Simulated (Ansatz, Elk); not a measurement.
# YFeCuSi2: X-ray structure factors from the self-consistent density, part 2 of 2

The structure of YFeCuSi2 used here is made up (a known structure type with other elements) and was relaxed beforehand with PBEsol. The aim is the Fourier transform of its all-electron density, F(hkl), set beside the sum over free spherical atoms that refinements use.

Elk 11.2.3 (patched build); all-electron DFT.

So far: Set-up; Ground state and structure factors; The magnetisation density.

The structure was built from a prototype and need not be the compound's stable phase.

## (4) The highest occupied states alone

Level of this step: DFT, PBE, all-electron APW+lo, Dirac cores, scalar-relativistic bands, static density, ferromagnetic start (Elk).

An energy window below the Fermi level keeps the highest occupied states, to see at which angles they scatter; shallow core shells can lie inside it and anion s states outside. No new self-consistency is needed.

elk.in reads:

```
tasks
  195

xctype
  20

spinpol
  .true.

rgkmax
  7.0

gmaxvr
  14.0

lmaxo
  7

lmaxapw
  8

swidth
  0.002

tshift
  .false.

ramdisk
  .false.

hmaxvr
  5.5

maxscl
  120

epspot
  1e-06

reducebf
  0.8

wsfac
  -0.034280 0.633210

sppath
  './'

avec
  -3.69971703411 3.69971703411 9.23487865643
  3.69971703411 -3.69971703411 9.23487865643
  3.69971703411 3.69971703411 -9.23487865643

atoms
  4
  'Y.in'
  1
  -0.0000000000 -0.0000000000 0.0000000000   0.000000 0.000000 0.000000
  'Cu.in'
  1
  0.2500000000 0.7500000000 0.5000000000   0.000000 0.000000 0.000000
  'Fe.in'
  1
  0.7500000000 0.2500000000 0.5000000000   0.000000 0.000000 -0.065000
  'Si.in'
  2
  0.3766845838 0.3766845838 0.0000000000   0.000000 0.000000 0.000000
  0.6233154162 0.6233154162 -0.0000000000   0.000000 0.000000 0.000000

ngridk
  7 7 7
```

The run is started by

```
$ OMP_NUM_THREADS=4 elk
```

Numbers of over 12 decimals in the logs are rounded to 6 here.

The log of the run:

```text
┌─────────────────────────────────┐
│ Elk code version 11.2.3 started │
└─────────────────────────────────┘

Info(readinput): the functional depends on the density's gradient
 muffin-tin radial points multiplied by    2.00000
 (not where nrmtscf is given)

┌────────────────────┐
│ Current task : 195 │
└────────────────────┘
Info(checkmt): changed muffin-tin radius of species 2 (Cu) from   2.4000 to   2.3237
Info(checkmt): changed muffin-tin radius of species 3 (Fe) from   2.4000 to   2.2578
Info(checkmt): changed muffin-tin radius of species 4 (Si) from   2.2000 to   2.0039

Info(sfacrho): density structure factors written to SFACRHO.OUT

 Energy window :  -0.3428000000E-01  0.6332100000

┌──────────────────┐
│ Elk code stopped │
└──────────────────┘
```

It took 12 s on 4 threads of Arm Neoverse V2, shared host; peak memory 0.25 GiB; 23 s of CPU time.

States within 10 eV below the Fermi level hold 29.49 electrons; any levels below the window count with the cores, and a count that is not whole means the window cuts a band. Their amplitudes can exceed the total, where window and core parts have opposite phase:

```csv
hkl,sin θ/λ (Å⁻¹),"abs F, window","abs F, all"
002,0.102,14.532,14.903
101,0.138,3.325,17.750
110,0.181,10.005,6.890
103,0.200,2.881,44.036
004,0.205,9.466,53.924
112,0.208,10.402,73.316
200,0.255,8.479,84.818
114,0.273,7.602,27.294
202,0.275,7.661,9.935
105,0.286,2.273,39.466
```

## (5) Another functional

The difference from free atoms is small, so it is set against the change that LDA (Perdew-Wang) makes.

Changes to elk.in since step 4:

```diff
@@ -1,6 +1,8 @@
 tasks
+  0
   195
+  196
 
 xctype
-  20
+  3
 
@@ -42,5 +44,2 @@
 
-wsfac
-  -0.034280 0.633210
-
 sppath
```

The run is started by

```
$ OMP_NUM_THREADS=4 elk
```

The log of the run:

```text
┌─────────────────────────┐
│ Elk code version 11.2.3 │
└─────────────────────────┘

All units are atomic (Hartree, Bohr, etc.)

┌─────────────────────────────────────────────────┐
│ Ground-state run starting from atomic densities │
└─────────────────────────────────────────────────┘

Lattice vectors :
  -3.699717034       3.699717034       9.234878656
   3.699717034      -3.699717034       9.234878656
   3.699717034       3.699717034      -9.234878656

Reciprocal lattice vectors :
 -0.1394688168E-16  0.8491440358      0.3401877567
[...]
species : 3 (Fe)
[...]
species : 4 (Si)
   atom 1                    :  -0.6845057923E-02
   atom 2                    :  -0.6845057923E-02
 total in muffin-tins        :    1.289362158
 total moment                :    1.356184348

┌──────────────────────────────┐
│ Self-consistent loop stopped │
└──────────────────────────────┘

Warning : the lowest level lies among the core levels :   -2.850287118      -2.959670245

Warning : core states of species 2 leak from the muffin-tin :   0.2505440562E-03

Warning : core states of species 4 leak from the muffin-tin :   0.3767832906E-02

Wrote STATE.OUT
[key lines of the parts left out:]
total energy                :     -6883.1862634004
```

Elapsed: 4.1 min, on 4 threads; peak memory 0.26 GiB; 15 min of CPU time.

Against the first run R = 0.08 %; the largest change is -0.052 at 314. The moment goes from 1.52 to 1.36 μB.

## (6) A coarser k-mesh

About half the k-points along each axis test the sampling.

Changes to elk.in since step 5:

```diff
@@ -6,3 +6,3 @@
 xctype
-  3
+  20
 
@@ -69,2 +69,2 @@
 ngridk
-  7 7 7
+  4 4 4
```

The run is started by

```
$ OMP_NUM_THREADS=4 elk
```

The log of the run:

```text
┌─────────────────────────┐
│ Elk code version 11.2.3 │
└─────────────────────────┘

All units are atomic (Hartree, Bohr, etc.)

┌─────────────────────────────────────────────────┐
│ Ground-state run starting from atomic densities │
└─────────────────────────────────────────────────┘

Lattice vectors :
  -3.699717034       3.699717034       9.234878656
   3.699717034      -3.699717034       9.234878656
   3.699717034       3.699717034      -9.234878656

Reciprocal lattice vectors :
 -0.1394688168E-16  0.8491440358      0.3401877567
[...]
species : 3 (Fe)
[...]
species : 4 (Si)
   atom 1                    :  -0.3833979954E-02
   atom 2                    :  -0.3833979954E-02
 total in muffin-tins        :    1.711273047
 total moment                :    1.839255131

┌──────────────────────────────┐
│ Self-consistent loop stopped │
└──────────────────────────────┘

Warning : the lowest level lies among the core levels :   -2.880601474      -2.953609383

Warning : core states of species 2 leak from the muffin-tin :   0.2420627281E-03

Warning : core states of species 4 leak from the muffin-tin :   0.3687101603E-02

Wrote STATE.OUT
[key lines of the parts left out:]
total energy                :     -6893.7173378703
```

It took 2.5 min on 4 threads; peak memory 0.44 GiB; 8.6 min of CPU time.

Against the first run R = 0.01 %; the largest change is +0.014 at 110. The moment goes from 1.52 to 1.84 μB.

## (7) Settings against the effect

```csv
run,R against the first run (%),"R against neutral atoms, low angle (%)",wall time
"PBE, rgkmax 7",0.00,0.96,7.9 min
LDA (Perdew-Wang),0.08,0.95,4.1 min
k-mesh 4×4×4,0.01,0.97,2.5 min
```

## (8) Results

| Item | Value |
| --- | --- |
| R against neutral atoms, sin θ/λ < 0.3 Å⁻¹ | 0.96 % |
| R against neutral atoms, 0.3 to 0.83 Å⁻¹ | 0.27 % |

**Reading.** Independent neutral atoms miss the calculated amplitudes by R = 0.96 % below 0.3 Å⁻¹ and 0.27 % from there to 0.83 Å⁻¹; by shells, 1.12 % below 0.15 Å⁻¹ (2 forms), 0.95 % 0.15 to 0.3 (9 forms), 0.30 % 0.3 to 0.45 (16 forms), 0.26 % above 0.45 (106 forms). Bonding, aspherical density and the tables' own atoms all enter these figures, and the runs don't part them. The largest change of an amplitude is -0.71 electrons, at 200. R counts amplitudes alone; phases shift too. The magnetic order is that of the start. No other order was tried here, and an antiferromagnetic one would change or move the magnetic intensity. The window's part falls from 29.5 electrons at the origin to at most 3.71 between 0.45 and 0.83 Å⁻¹, where compact states inside the window still scatter. Below 0.3 Å⁻¹ the changes that finished (LDA (Perdew-Wang) and k-mesh 4×4×4) move F by R = 0.03 % at most, against the 0.96 % that separates it from free atoms. The magnetic factors move by R = 13.8 % (LDA (Perdew-Wang)) and 13.1 % (k-mesh 4×4×4), so they aren't settled to better than that. The basis has no finished test. Part of the difference isn't bonding: the tables are fits to free atoms and ions calculated by other methods than this functional. Thermal motion, anomalous dispersion and extinction are left out.

[Logs are printed without paths, hosts, clocks, repeated set-up lines and the standing remarks that a program may print on its own settings, such as how far it seeks lower states.]

[Hosts, paths, dates, database ids (printed as entryN), source tags and the programs' standing remarks are cut or masked in the printed files.]
